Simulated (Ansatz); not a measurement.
# MgRh (Pm-3m): phonons and vibrational spectra, part 3 of 3

How does MgRh (Pm-3m) vibrate, and is this structure a minimum?

Ansatz 0.2.0; DFT PBEsol, scalar-relativistic, plane waves, PAW.

So far. Step 3 (Relaxing to small forces for the phonons): The forces vanish by symmetry and the pressure is 0.004 GPa, within the tolerances set. The cell now holds 14.64 Å³/atom. Step 4 (Zone-centre response): Before it was imposed, the acoustic sum rule was missed by 2.0e-4 eV/Å². Small misses are needed for a sound result but don't prove that mesh and cutoff are converged. The lowest optical mode is real, 286 cm⁻¹. The relaxed cell has a = 3.082 Å (conventional setting).

## (5) The dispersion (continued)

Second derivatives of the energy by pair, one row for each kind of neighbour of each atom listed. Each entry sums the pair over the periodic images of the supercell that the q mesh stands for, and in a polar crystal it holds the long-range dipole part too. Force constants by pair, by row:

```
atom  neighbour  distance (Å)  third of the trace (eV/Å²)  along the pair's line (eV/Å²)
 Mg1     itself             0                       7.436                              –
 Mg1         Rh         2.669                     -0.7457                         -2.402
 Mg1         Mg         3.082                     -0.2106                        -0.7542
 Mg1         Mg         4.359                      0.0059                        -0.0463
 Mg1         Rh         5.111                    -5.00e-4                         0.0119
 Mg1         Mg         5.338                     -0.0431                        -0.1151
 Mg1         Mg         6.164                      0.0212                         0.0022
 Mg1         Rh         6.717                      0.0016                         0.0078
 Mg1         Mg         6.891                    -8.00e-4                         0.0019
 Rh2     itself             0                       7.446                              –
 Rh2         Mg         2.669                     -0.7457                         -2.402
 Rh2         Rh         3.082                     -0.1427                         -0.161
 Rh2         Rh         4.359                     -0.0795                        -0.2248
 Rh2         Mg         5.111                    -5.00e-4                         0.0119
 Rh2         Rh         5.338                      0.0033                        -0.0094
 Rh2         Rh         6.164                     -0.0291                        -0.0453
 Rh2         Mg         6.717                      0.0016                         0.0078
 Rh2         Rh         6.891                       0.036                         0.0492
```

Harmonic thermodynamic functions per atom, from the density of states. Interpolated from a 4×4×4 q mesh. Thermodynamic functions, by row:

```
T (K)  F_vib (meV/atom)  S (J/mol-atom/K)  C_V (J/mol-atom/K)
    0             38.26                 0                   0
   50             37.89             2.606                5.82
  100             34.89             9.082               13.25
  200             19.06             20.93               20.39
  300             -7.42             29.71                22.7
  400            -41.81             36.39               23.63
  500            -82.38             41.72               24.09
  600              -128             46.13               24.34
  700            -177.8              49.9                24.5
  800            -231.2             53.17                24.6
  900            -287.9             56.08               24.67
 1000            -347.4             58.68               24.72
```

Harmonic mean-square displacement, third of the trace. Interpolated from a 4×4×4 q mesh. Mean square displacements, by row:

```
T (K)  Mg1 U_eq (Å²)  Rh2 U_eq (Å²)
    0        0.00276        0.00147
  100        0.00348        0.00253
  300        0.00699         0.0066
  600        0.01319          0.013
```

Symmetry leaves 10 wavevectors to solve. The lowest mode among them, the acoustic zeros apart, lies at q = (0, 0.25, 0.25) and is real, 59.8 cm⁻¹.

## (6) Another isotope

An isotope changes the mass and not the force constants, so no new electronic calculation is needed; the shifts show which modes move this element.

The same force constants with the mass of Mg changed from 24.305 to 25.983 u (phonopy, no LO-TO term). Both lists are sorted by frequency; levels can cross, so a row need not hold one and the same mode. Modes under 3 cm⁻¹ are left out. Isotope shifts, by row:

```
          q  rank  natural mass (cm⁻¹)  changed mass (cm⁻¹)
      0 0 0     4                286.4                278.8
      0 0 0     5                286.4                278.8
      0 0 0     6                286.4                278.8
   0 0 0.25     1                88.47                88.06
   0 0 0.25     2                88.47                88.06
   0 0 0.25     3                107.1                106.8
   0 0 0.25     4                275.8                  268
   0 0 0.25     5                275.8                  268
   0 0 0.25     6                309.8                300.5
   0 0 -0.5     1                137.9                137.9
   0 0 -0.5     2                137.9                137.9
   0 0 -0.5     3                145.1                145.1
   0 0 -0.5     4                259.5                  251
   0 0 -0.5     5                259.5                  251
   0 0 -0.5     6                337.7                326.6
0 0.25 0.25     1                59.76                59.44
0 0.25 0.25     2                113.5                113.1
0 0.25 0.25     3                141.8                141.8
0 0.25 0.25     4                267.5                259.6
0 0.25 0.25     5                297.7                287.9
0 0.25 0.25     6                306.3                297.8
```

A mode of this element alone would shift by -3.28 %. The highest zone-centre frequency without the field goes from 286.4 to 278.8 cm⁻¹ (-2.6 %). The product of the frequency ratios over all optical modes at Γ is 0.923; the product rule, (m/m′)^(3k/2) (M′/M)^(3/2) with k = 1 such atoms and M the mass of the cell, gives 0.923.

## (7) Summary of results

```json
{"space group after relaxation (within 0.01 Å)": "Pm-3m", "volume per atom": "14.6 Å³", "electronic character": "no gap on this mesh", "highest optical mode at the zone centre (no LO-TO term)": "286 cm⁻¹", "lowest optical zone-centre mode": "286 cm⁻¹", "lowest mode on the q mesh (acoustic modes at Γ apart)": "59.8 cm⁻¹", "highest frequency on the path or at a solved wavevector": "338 cm⁻¹", "zero-point energy per atom": "38.3 meV", "heat capacity at 300 K": "22.7 J/(mol atoms K)", "vibrational entropy at 300 K": "29.7 J/(mol atoms K)", "Debye temperature (second moment)": "421 K", "imaginary modes on the 4×4×4 q mesh": "none"}
```

What this shows: The structure is a minimum as far as tested: no mode is imaginary at the 10 irreducible wavevectors of the 4×4×4 mesh, and the softest away from the acoustic zeros lies at 60 cm⁻¹. The optical modes at Γ form one degenerate level at 286 cm⁻¹. The highest mode in this list at Γ, 286.4 cm⁻¹, is mostly motion of Mg (81 % of the kinetic energy). On the path and the mesh, the widest gap between branches runs from 150 to 255 cm⁻¹. With no gap, or one that is small against the smearing, the frequencies hang on the k mesh and the smearing, most of all near Kohn anomalies. The phonon runs are without spin polarisation, although the cell has an odd electron count. A phonon run warned that its eigensolver left some bands unconverged in a pass. These are harmonic frequencies at zero temperature: anharmonic shifts, linewidths and thermal expansion are left out.

[Logs are printed without paths, hosts, clocks, repeated set-up lines and the standing remarks that a program may print on its own settings, such as how far it seeks lower states.]

[Hosts, paths, dates, database ids (printed as entryN), source tags and the programs' standing remarks are cut or masked in the printed files.]
